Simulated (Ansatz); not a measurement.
## 1,4-phenylene with direct metal-carbon and isocyanide ends, between Cu atomic chains under bias

Wanted: I(V), the voltage drop and T(E, V).

Method: DFT PBE, plane waves, PAW; relaxation of a junction, electrodes held but for their tips, in the first sound run; inputs show where later runs differ, in Ansatz 0.2.0.

### 1. Starting point

The cell holds 48 atoms: 36 Cu, 7 C, 1 N and 4 H. Cell: a = 9.810 Å, b = 6.000 Å, c = 101.534 Å, α = 90.0°, β = 90.0°, γ = 90.0°. Electrodes: Cu atomic chain; the apex atoms were set 9.334 Å apart; the free molecule is [C-]#[N+]c1ccccc1. Regions: lower lead, 18 atoms (18 Cu); bridge, 12 atoms (7 C, 1 N and 4 H); upper lead, 18 atoms (18 Cu). Vacuum lies along a, b and c.

### 2. Relaxing the junction

The bridge and the electrodes' tips relax, while 32 atoms stay at the lead's spacing, so that the ends still repeat as a lead. The cutoff is set under the files' recommended one to save time.

input.yaml

```yaml
crystal:
  lattice:
    - [9.81, 0.0, 0.0]
    - [0.0, 6.0, 0.0]
    - [0.0, 0.0, 101.5340947052]
  atoms:
    - { symbol: Cu, position: [0.500000251, 0.500000656, 0.0] }
    - { symbol: Cu, position: [0.500000251, 0.500000656, 0.022652489] }
    - { symbol: Cu, position: [0.500000251, 0.500000656, 0.045304979] }
    - { symbol: Cu, position: [0.500000251, 0.500000656, 0.067957468] }
    - { symbol: Cu, position: [0.500000251, 0.500000656, 0.090609957] }
    - { symbol: Cu, position: [0.500000251, 0.500000656, 0.113262447] }
    - { symbol: Cu, position: [0.500000251, 0.500000656, 0.135914936] }
    - { symbol: Cu, position: [0.500000251, 0.500000656, 0.158567426] }
    - { symbol: Cu, position: [0.500000251, 0.500000656, 0.181219915] }
    - { symbol: Cu, position: [0.500000251, 0.500000656, 0.203872404] }
    - { symbol: Cu, position: [0.500000251, 0.500000656, 0.226524894] }
    - { symbol: Cu, position: [0.500000251, 0.500000656, 0.249177383] }
    - { symbol: Cu, position: [0.500000251, 0.500000656, 0.271829872] }
    - { symbol: Cu, position: [0.500000251, 0.500000656, 0.294482362] }
    - { symbol: Cu, position: [0.500000251, 0.500000656, 0.317134851] }
    - { symbol: Cu, position: [0.500000251, 0.500000656, 0.33978734] }
    - { symbol: Cu, position: [0.500000251, 0.500000656, 0.36243983] }
    - { symbol: Cu, position: [0.500000251, 0.500000656, 0.385092319] }
    - { symbol: C, position: [0.500000139, 0.500000506, 0.404861048] }
    - { symbol: C, position: [0.612154109, 0.500000271, 0.411706217] }
    - { symbol: C, position: [0.612514462, 0.499999523, 0.425439411] }
    - { symbol: C, position: [0.500000015, 0.499996972, 0.432141975] }
    - { symbol: C, position: [0.387485567, 0.499998523, 0.425439401] }
    - { symbol: C, position: [0.387846025, 0.500001056, 0.4117062] }
    - { symbol: "N", position: [0.500000041, 0.499996166, 0.44581278] }
    - { symbol: C, position: [0.500000118, 0.499997827, 0.457356663] }
    - { symbol: H, position: [0.699073958, 0.500000478, 0.40631595] }
    - { symbol: H, position: [0.699399552, 0.500001858, 0.430815899] }
    - { symbol: H, position: [0.300600448, 0.499998631, 0.430815896] }
    - { symbol: H, position: [0.30092634, 0.500003834, 0.406315898] }
    - { symbol: Cu, position: [0.500000251, 0.500000656, 0.477022963] }
    - { symbol: Cu, position: [0.500000251, 0.500000656, 0.499675452] }
    - { symbol: Cu, position: [0.500000251, 0.500000656, 0.522327942] }
    - { symbol: Cu, position: [0.500000251, 0.500000656, 0.544980431] }
    - { symbol: Cu, position: [0.500000251, 0.500000656, 0.56763292] }
    - { symbol: Cu, position: [0.500000251, 0.500000656, 0.59028541] }
    - { symbol: Cu, position: [0.500000251, 0.500000656, 0.612937899] }
    - { symbol: Cu, position: [0.500000251, 0.500000656, 0.635590389] }
    - { symbol: Cu, position: [0.500000251, 0.500000656, 0.658242878] }
    - { symbol: Cu, position: [0.500000251, 0.500000656, 0.680895367] }
    - { symbol: Cu, position: [0.500000251, 0.500000656, 0.703547857] }
    - { symbol: Cu, position: [0.500000251, 0.500000656, 0.726200346] }
    - { symbol: Cu, position: [0.500000251, 0.500000656, 0.748852835] }
    - { symbol: Cu, position: [0.500000251, 0.500000656, 0.771505325] }
    - { symbol: Cu, position: [0.500000251, 0.500000656, 0.794157814] }
    - { symbol: Cu, position: [0.500000251, 0.500000656, 0.816810303] }
    - { symbol: Cu, position: [0.500000251, 0.500000656, 0.839462793] }
    - { symbol: Cu, position: [0.500000251, 0.500000656, 0.862115282] }
kpoints:
  mp_grid: { grid: [1, 1, 1] }
scf:
  occupations: { method: fermi_dirac, width: 0.1 }
hamiltonian:
  xc: pbe
relax:
  constraints:
    - { sites: [0, 1, 2, 3, 4, 5, 6, 7, 8, 9, 10, 11, 12, 13, 14, 15, 32, 33, 34, 35, 36, 37, 38, 39, 40, 41, 42, 43, 44, 45, 46, 47] }
  f_tol: 0.07
  max_steps: 30
basis:
  ecutwfc: "340 eV"
```

The run is started by

```bash
$ ansatz run input.yaml --threads 8 --pin off --max-ram 16384MiB --backend cpu --events-out ev --progress --plain --runs-dir out
```

Numbers of over 12 decimals in the logs are rounded to 6 here.

The program printed:

```text
Warning: the atoms were moved onto the symmetric positions of the space group found under crystal.symmetry.tolerance 1.0e-5 (fractional; no operation is sought that the atoms, as they stand in a round, miss by more than twice it, and no atom is moved by as much as it), and the run uses the moved positions. Before a round's move an operation carried an atom to 5.09e-5 Å from where it should land, the largest such dist [...]
Warning: basis.ecutwfc = 340 eV is below the records' recommended 420 eV, and the density's cutoff is lower with it unless basis.ecutrho_ratio is high enough to keep the records' density cutoff: compare with a run at a higher cutoff
Engine: ansatz 0.2.0, aarch64-unknown-linux-gnu
Pseudopotentials: kind: paw
Pseudopotential: Cu, paw, valence charge 19, recommended cutoff 420 eV (normal), Cu.paw.azcp
Pseudopotential: C, paw, valence charge 4, recommended cutoff 420 eV (normal), C.paw.azcp
Pseudopotential: N, paw, valence charge 5, recommended cutoff 420 eV (normal), N.paw.azcp
Pseudopotential: H, paw, valence charge 1, recommended cutoff 420 eV (normal), H.paw.azcp
Functional definition: PBE
  parameter kappa = 0.804
  parameter beta = 0.066725
  exchange = pbe_x(kappa = kappa, mu = beta*pi^2/3)
  correlation = pbe_c(beta = beta)
Crystal: 48 atoms, lattice volume = 5976.297 Å³
Basis set: ecut = 340 eV, 84847 PW (Γ), exchange–correlation on 120×80×1250 points (8 copies of the dense FFT grid, shifted against one another)
Bands: 433, of which v1, the nominal top of the filled ones, is band 361 counted from 1 (360 counted from 0)
Symmetry: 4 space group operations
Space group: Pmm2 (ITA 25), of the structure as read, at distance tolerance 1.8e-4 Å
k-points: 1
Non-local potential: Cu, projectors of the file, l = 0: 3, l = 1: 2, l = 2: 3, l = 3: 1
Non-local potential: C, projectors of the file, l = 0: 2, l = 1: 2, l = 2: 1
Non-local potential: N, projectors of the file, l = 0: 2, l = 1: 2, l = 2: 1
Non-local potential: H, projectors of the file, l = 0: 2, l = 1: 1
PAW form: soft (Blöchl's): semilocal exchange-correlation on the pseudo side does not see the compensation charge
PAW one-centre angular grid: Cu, 590 points (default); XC on 64 Gauss nodes
PAW one-centre angular grid: C, 110 points (default); XC on 64 Gauss nodes
PAW one-centre angular grid: N, 110 points (default); XC on 64 Gauss nodes
PAW one-centre angular grid: H, 110 points (default); XC on 64 Gauss nodes
Initial density: superposition of atomic densities (neutral atoms: chi_scale 0, normalization atom), corrected by the library's trained network
Initial wavefunctions: pseudopotential atomic-orbital guess
Functional: x = pbe(κ = 0.804, μ = 0.219515), c = pbe(β = 0.066725)
SCF iter   1: F=—  HF=-240635.185746 eV  |F-HF|=—  |Δ(HF+E_count)|=         —  Δρ=4.79e-3  dr2=6.16e0  ethr=1.77e-3  ⟨swp⟩=8.0  Hψ=1934  notcnv=0  defer=13
preconditioner: auto → LDOS  [metal: Δε(μ)=0.121 eV  Ē_g=5.311 eV  σ=0.100 eV  W_gap=0.27  n_scr=686 (ndim 8)  ℏωp=10.0 eV  f_vac=0.767  D(μ)=45.07/eV (n_scr^D=132)  β→1.0]
SCF iter   2: F=—  HF=-240635.226526 eV  |F-HF|=—  |Δ(HF+E_count)|=   4.08e-2  Δρ=9.15e-3  dr2=4.30e0  ethr=8.55e-4  ⟨swp⟩=3.0  Hψ=742  notcnv=0  defer=49
SCF iter   3: F=—  HF=-240634.850521 eV  |F-HF|=—  |Δ(HF+E_count)|=   3.76e-1  Δρ=1.24e-3  dr2=1.58e-1  ethr=5.96e-4  ⟨swp⟩=3.0  Hψ=737  notcnv=0  defer=47
SCF iter   4: F=—  HF=-240634.949964 eV  |F-HF|=—  |Δ(HF+E_count)|=   9.94e-2  Δρ=1.45e-3  dr2=1.51e-1  ethr=2.20e-5  ⟨swp⟩=2.0  Hψ=772  notcnv=0  defer=47
SCF iter   5: F=—  HF=-240634.961991 eV  |F-HF|=—  |Δ(HF+E_count)|=   1.20e-2  Δρ=6.96e-4  dr2=3.80e-2  ethr=2.10e-5  ⟨swp⟩=2.0  Hψ=736  notcnv=0  defer=47
SCF iter   6: F=—  HF=-240634.973622 eV  |F-HF|=—  |Δ(HF+E_count)|=   1.16e-2  Δρ=3.73e-4  dr2=1.38e-2  ethr=5.28e-6  ⟨swp⟩=2.0  Hψ=719  notcnv=0  defer=45
SCF iter   7: F=—  HF=-240634.980078 eV  |F-HF|=—  |Δ(HF+E_count)|=   6.46e-3  Δρ=1.62e-4  dr2=1.97e-3  ethr=1.91e-6  ⟨swp⟩=2.0  Hψ=593  notcnv=0  defer=45
SCF iter   8: F=—  HF=-240634.982210 eV  |F-HF|=—  |Δ(HF+E_count)|=   2.13e-3  Δρ=1.22e-4  dr2=1.42e-3  ethr=2.74e-7  ⟨swp⟩=2.0  Hψ=605  notcnv=0  defer=45
SCF iter   9: F=—  HF=-240634.983087 eV  |F-HF|=—  |Δ(HF+E_count)|=   8.77e-4  Δρ=6.48e-5  dr2=3.74e-4  ethr=1.97e-7  ⟨swp⟩=2.0  Hψ=462  notcnv=0  defer=45
SCF iter  10: F=—  HF=-240634.983430 eV  |F-HF|=—  |Δ(HF+E_count)|=   3.43e-4  Δρ=3.28e-5  dr2=7.91e-5  ethr=5.19e-8  ⟨swp⟩=2.0  Hψ=594  notcnv=0  defer=45
SCF iter  11: F=—  HF=-240634.983546 eV  |F-HF|=—  |Δ(HF+E_count)|=   1.16e-4  Δρ=1.89e-5  dr2=3.55e-5  ethr=1.10e-8  ⟨swp⟩=4.0  Hψ=1028  notcnv=0
SCF iter  12: F=-240634.983589 eV  HF=-240634.983583 eV  |F-HF|=6.19e-6  |Δ(HF+E_count)|=   3.69e-5  Δρ=1.21e-5  dr2=2.15e-5  ethr=4.93e-9  ⟨swp⟩=2.0  Hψ=1047  notcnv=0
SCF 1 converged in 12 iterations: F = -240634.983589 eV  dr2 = 2.15e-5
  greatest PAW one-centre occupation: 1.000 electrons in one spin orbital (limit 2), on the Cu atom at site 0 (counted from 0), in its partial waves of l = 0
relax step   1: F+E_penalty+E_count = -240634.98358936 eV  Δ(F+E_penalty+E_count) = +0.000e0 eV  max|allowed force component| = 5.509e0 eV/Å  Δτ_max = 0.0000 Å  (12 SCF iters, dr2 threshold 1.00e-4 eV, accepted)
Initial density: handed on by an earlier stage of this run
Initial wavefunctions: those handed on with the density
iter 1 solved again at ethr=2.50e-4 eV; its pass at ethr=3.10e-3 eV (dr2=1.81e0 eV) is discarded
SCF iter   1: F=—  HF=-240637.144621 eV  |F-HF|=—  |Δ(HF+E_count)|=         —  Δρ=4.78e-3  dr2=1.83e0  ethr=2.50e-4  ⟨swp⟩=2.0  Hψ=1424  notcnv=0  defer=45
preconditioner: auto → LDOS  [metal: Δε(μ)=0.081 eV  Ē_g=5.272 eV  σ=0.100 eV  W_gap=0.20  n_scr=686 (ndim 8)  ℏωp=10.0 eV  f_vac=0.766  D(μ)=40.86/eV (n_scr^D=118)  β→1.0]
SCF iter   2: F=—  HF=-240637.156061 eV  |F-HF|=—  |Δ(HF+E_count)|=   1.14e-2  Δρ=3.71e-3  dr2=1.22e0  ethr=2.50e-4  ⟨swp⟩=4.0  Hψ=855  notcnv=0  defer=45
SCF iter   3: F=—  HF=-240636.933239 eV  |F-HF|=—  |Δ(HF+E_count)|=   2.23e-1  Δρ=2.74e-3  dr2=4.20e-1  ethr=1.69e-4  ⟨swp⟩=3.0  Hψ=1107  notcnv=0  defer=45
SCF iter   4: F=—  HF=-240636.860829 eV  |F-HF|=—  |Δ(HF+E_count)|=   7.24e-2  Δρ=4.35e-4  dr2=1.63e-2  ethr=5.83e-5  ⟨swp⟩=2.0  Hψ=759  notcnv=0  defer=45
SCF iter   5: F=—  HF=-240636.861782 eV  |F-HF|=—  |Δ(HF+E_count)|=   9.53e-4  Δρ=4.38e-4  dr2=1.22e-2  ethr=2.27e-6  ⟨swp⟩=3.0  Hψ=813  notcnv=0  defer=45
SCF iter   6: F=—  HF=-240636.860944 eV  |F-HF|=—  |Δ(HF+E_count)|=   8.38e-4  Δρ=1.08e-4  dr2=1.42e-3  ethr=1.69e-6  ⟨swp⟩=2.0  Hψ=710  notcnv=0  defer=45
[...]
SCF iter   5: F=—  HF=-240637.155217 eV  |F-HF|=—  |Δ(HF+E_count)|=   3.07e-4  Δρ=5.34e-5  dr2=2.14e-4  ethr=3.46e-7  ⟨swp⟩=3.0  Hψ=550  notcnv=0  defer=46
SCF iter   6: F=—  HF=-240637.155244 eV  |F-HF|=—  |Δ(HF+E_count)|=   2.71e-5  Δρ=2.09e-5  dr2=5.99e-5  ethr=2.97e-8  ⟨swp⟩=2.0  Hψ=749  notcnv=0  defer=46
SCF iter   7: F=—  HF=-240637.154786 eV  |F-HF|=—  |Δ(HF+E_count)|=   4.58e-4  Δρ=9.79e-6  dr2=4.91e-6  ethr=8.31e-9  ⟨swp⟩=2.0  Hψ=690  notcnv=0  defer=46
SCF iter   8: F=—  HF=-240637.154790 eV  |F-HF|=—  |Δ(HF+E_count)|=   4.02e-6  Δρ=3.01e-6  dr2=7.56e-7  ethr=6.80e-10  ⟨swp⟩=3.0  Hψ=711  notcnv=0  defer=46
SCF iter   9: F=—  HF=-240637.154795 eV  |F-HF|=—  |Δ(HF+E_count)|=   4.88e-6  Δρ=1.79e-6  dr2=2.60e-7  ethr=1.05e-10  ⟨swp⟩=2.0  Hψ=609  notcnv=0  defer=46
SCF iter  10: F=—  HF=-240637.154795 eV  |F-HF|=—  |Δ(HF+E_count)|=   7.18e-7  Δρ=1.02e-6  dr2=1.09e-7  ethr=1.39e-11  ⟨swp⟩=4.0  Hψ=1143  notcnv=0
SCF iter  11: F=-240637.154795 eV  HF=-240637.154795 eV  |F-HF|=4.53e-8  |Δ(HF+E_count)|=   6.12e-8  Δρ=7.33e-7  dr2=4.73e-8  ethr=1.39e-11  ⟨swp⟩=4.0  Hψ=1030  notcnv=0
SCF 7 converged in 11 iterations: F = -240637.154795 eV  dr2 = 4.73e-8
relax step   7: F+E_penalty+E_count = -240637.15479512 eV  Δ(F+E_penalty+E_count) = -7.583e-3 eV  max|allowed force component| = 4.209e-2 eV/Å  Δτ_max = 0.0368 Å  (11 SCF iters, accepted)
SCF converged after 11 iterations
Free energy (F): -240637.154795 eV
Harris-Foulkes:  -240637.154795 eV  (|F-HF|=4.53e-8)
Internal energy: -240635.541452 eV  (E = F + TS)
E sigma→0 (E₀):  -240636.348124 eV
Entropy (-TS):   -1.613343 eV (-33.611 meV/atom)
Fermi energy:    -3.403617 eV
--- Per-component energies (eV) ---
  E_band       = -25884.668244
  E_kinetic    = 11594.023391
  E_local      = -499363.216145  (includes V_loc(G=0)·N_el)
  E_nonlocal   = 14761.496607
  E_hartree    = 234393.995849
  E_xc         = -3514.529863
  E_vxc        = -4501.415256  (∫ρ·V_xc dr)
  E_paw        = -61126.553563  (= ΣΔE_a)
  E_vpaw       = -17163.579333  (= ΣTr[D̂ρ^β])
  E_aug_tail   = 0.015393  (compensation charges beyond the density's cutoff)
  E_ewald      = 62619.226879
  E_smearing   = -1.613343  (= −TS)
  E_closure    = 0.000000  (closes the sum)
  Σ components = -240637.154795   (vs F -240637.154795, Δ=0.00e0)
--- Forces (eV/Å), atoms counted from 1 ---
  atom   1  Cu     0.00000000     0.00000000     0.26163447
  atom   2  Cu     0.00000000     0.00000000    -0.38486825
  atom   3  Cu     0.00000000     0.00000000     0.12224285
  atom   4  Cu     0.00000000     0.00000000    -0.05261519
  atom   5  Cu     0.00000000     0.00000000     0.01440607
  atom   6  Cu     0.00000000     0.00000000     0.00494779
  atom   7  Cu     0.00000000     0.00000000    -0.01235206
  atom   8  Cu     0.00000000     0.00000000     0.01267223
  atom   9  Cu     0.00000000     0.00000000    -0.00800932
  atom  10  Cu     0.00000000     0.00000000     0.00026997
  atom  11  Cu     0.00000000     0.00000000     0.00875500
  atom  12  Cu     0.00000000     0.00000000    -0.01827784
  atom  13  Cu     0.00000000     0.00000000     0.02799564
  atom  14  Cu     0.00000000     0.00000000    -0.03150259
  atom  15  Cu     0.00000000     0.00000000     0.03032909
  atom  16  Cu     0.00000000     0.00000000     0.13996653
  atom  17  Cu     0.00000000     0.00000000     0.00070238
  atom  18  Cu     0.00000000     0.00000000     0.00622467
  atom  19  C      0.00000000     0.00000000     0.04209464
  atom  20  C     -0.00302660     0.00000000    -0.02332685
  atom  21  C      0.00095388     0.00000000     0.00260290
  atom  22  C      0.00000000     0.00000000     0.03778422
  atom  23  C     -0.00095388     0.00000000     0.00260290
  atom  24  C      0.00302660     0.00000000    -0.02332685
  atom  25  N      0.00000000     0.00000000     0.01765730
  atom  26  C      0.00000000     0.00000000    -0.00068141
  atom  27  H      0.00023803     0.00000000    -0.00673530
  atom  28  H      0.00278840     0.00000000    -0.00617719
  atom  29  H     -0.00278840     0.00000000    -0.00617719
  atom  30  H     -0.00023803     0.00000000    -0.00673530
  atom  31  Cu     0.00000000     0.00000000    -0.00692049
  atom  32  Cu     0.00000000     0.00000000     0.00401091
  atom  33  Cu     0.00000000     0.00000000    -0.10848142
  atom  34  Cu     0.00000000     0.00000000    -0.12554379
  atom  35  Cu     0.00000000     0.00000000     0.07505846
  atom  36  Cu     0.00000000     0.00000000    -0.04453084
  atom  37  Cu     0.00000000     0.00000000     0.01963711
  atom  38  Cu     0.00000000     0.00000000    -0.00267246
  atom  39  Cu     0.00000000     0.00000000    -0.00910014
  atom  40  Cu     0.00000000     0.00000000     0.01681871
  atom  41  Cu     0.00000000     0.00000000    -0.01988666
  atom  42  Cu     0.00000000     0.00000000     0.01749773
  atom  43  Cu     0.00000000     0.00000000    -0.00810463
  atom  44  Cu     0.00000000     0.00000000    -0.01279079
  atom  45  Cu     0.00000000     0.00000000     0.05202099
  atom  46  Cu     0.00000000     0.00000000    -0.12221756
  atom  47  Cu     0.00000000     0.00000000     0.38504099
  atom  48  Cu     0.00000000     0.00000000    -0.26192145
  max |Σ_I F_I| component: 1.80e-5 eV/Å
--- Relaxed structure (7 steps of the walk, 5 accepted, 0 SCFs on fresh bases) ---
  F+E_penalty+E_count = -240637.15479512 eV   max|allowed force component| = 4.209e-2 eV/Å
  atoms:
    - { symbol: Cu, position: [0.5, 0.5, 0.0] }
    - { symbol: Cu, position: [0.5, 0.5, 0.022652] }
    - { symbol: Cu, position: [0.5, 0.5, 0.045305] }
    - { symbol: Cu, position: [0.5, 0.5, 0.067957] }
    - { symbol: Cu, position: [0.5, 0.5, 0.090609957] }
    - { symbol: Cu, position: [0.5, 0.5, 0.113262] }
    - { symbol: Cu, position: [0.5, 0.5, 0.135915] }
    - { symbol: Cu, position: [0.5, 0.5, 0.158567426] }
    - { symbol: Cu, position: [0.5, 0.5, 0.181220] }
    - { symbol: Cu, position: [0.5, 0.5, 0.203872] }
    - { symbol: Cu, position: [0.5, 0.5, 0.226525] }
    - { symbol: Cu, position: [0.5, 0.5, 0.249177] }
    - { symbol: Cu, position: [0.5, 0.5, 0.271830] }
    - { symbol: Cu, position: [0.5, 0.5, 0.294482] }
    - { symbol: Cu, position: [0.5, 0.5, 0.317135] }
    - { symbol: Cu, position: [0.5, 0.5, 0.339787] }
    - { symbol: Cu, position: [0.5, 0.5, 0.362779] }
    - { symbol: Cu, position: [0.5, 0.5, 0.386287] }
    - { symbol: C, position: [0.5, 0.5, 0.404851] }
    - { symbol: C, position: [0.622881, 0.5, 0.412056] }
    - { symbol: C, position: [0.624213, 0.5, 0.425778] }
    - { symbol: C, position: [0.5, 0.5, 0.432637] }
    - { symbol: C, position: [0.375787, 0.5, 0.425778] }
    - { symbol: C, position: [0.377119, 0.5, 0.412056] }
    - { symbol: N, position: [0.5, 0.5, 0.446250] }
    - { symbol: C, position: [0.5, 0.5, 0.457835] }
    - { symbol: H, position: [0.720711, 0.5, 0.406922] }
    - { symbol: H, position: [0.719889, 0.5, 0.431268] }
    - { symbol: H, position: [0.280111, 0.5, 0.431268] }
    - { symbol: H, position: [0.279289, 0.5, 0.406922] }
    - { symbol: Cu, position: [0.5, 0.5, 0.475872] }
    - { symbol: Cu, position: [0.5, 0.5, 0.498897] }
    - { symbol: Cu, position: [0.5, 0.5, 0.522328] }
    - { symbol: Cu, position: [0.5, 0.5, 0.544980] }
    - { symbol: Cu, position: [0.5, 0.5, 0.567633] }
    - { symbol: Cu, position: [0.5, 0.5, 0.590285] }
    - { symbol: Cu, position: [0.5, 0.5, 0.612938] }
    - { symbol: Cu, position: [0.5, 0.5, 0.635590389] }
    - { symbol: Cu, position: [0.5, 0.5, 0.658243] }
    - { symbol: Cu, position: [0.5, 0.5, 0.680895367] }
    - { symbol: Cu, position: [0.5, 0.5, 0.703548] }
    - { symbol: Cu, position: [0.5, 0.5, 0.726200] }
    - { symbol: Cu, position: [0.5, 0.5, 0.748853] }
    - { symbol: Cu, position: [0.5, 0.5, 0.771505] }
    - { symbol: Cu, position: [0.5, 0.5, 0.794158] }
    - { symbol: Cu, position: [0.5, 0.5, 0.816810] }
    - { symbol: Cu, position: [0.5, 0.5, 0.839463] }
    - { symbol: Cu, position: [0.5, 0.5, 0.862115] }
```

Elapsed: 3.6 min, on 8 threads of Arm Neoverse V1, shared host; peak memory 5.2 GiB; 28 min of CPU time.

This run has no spin polarisation although its electron count is odd.

Relaxation path:

```tsv
step	energy less that of the first step (eV)	largest force component (eV/Å)
1	0.0000	5.5094
2	-1.8784	1.8756
3	-1.6364	7.9263
4	-2.1189	0.4899
5	-2.0994	2.1099
6	-2.1636	0.1102
7	-2.1712	0.0421
```

Relaxation steps 3, 5 were tried and not accepted.

The run keeps the 4 symmetry operations that it works with, so distortions that break them were not tested.

The atoms that moved most (Å):

```tsv
atom	dx	dy	dz	length
H30	-0.212	0.000	0.062	0.221
H27	0.212	0.000	0.061	0.221
H29	-0.201	0.000	0.046	0.206
H28	0.201	0.000	0.046	0.206
Cu18	0.000	0.000	0.121	0.121
C23	-0.115	0.000	0.034	0.120
C21	0.115	0.000	0.034	0.120
Cu31	0.000	0.000	-0.117	0.117
```

Numbers from this step:

```yaml
energy_at_zero_smearing: -240636.3481 eV
```

The largest force component on a free atom ends at 0.042 eV/Å, under the limit of 0.07. The apex atoms end 9.10 Å apart, and their nearest bridge atoms lie at 1.88 Å (Cu–C) and 1.83 Å (Cu–C).

(Continued in part 2 of 2.)

[Logs are printed without paths, hosts, clocks, repeated set-up lines and the standing remarks that a program may print on its own settings, such as how far it seeks lower states.]

[Hosts, paths, dates, database ids (printed as entryN), source tags and the programs' standing remarks are cut or masked in the printed files.]
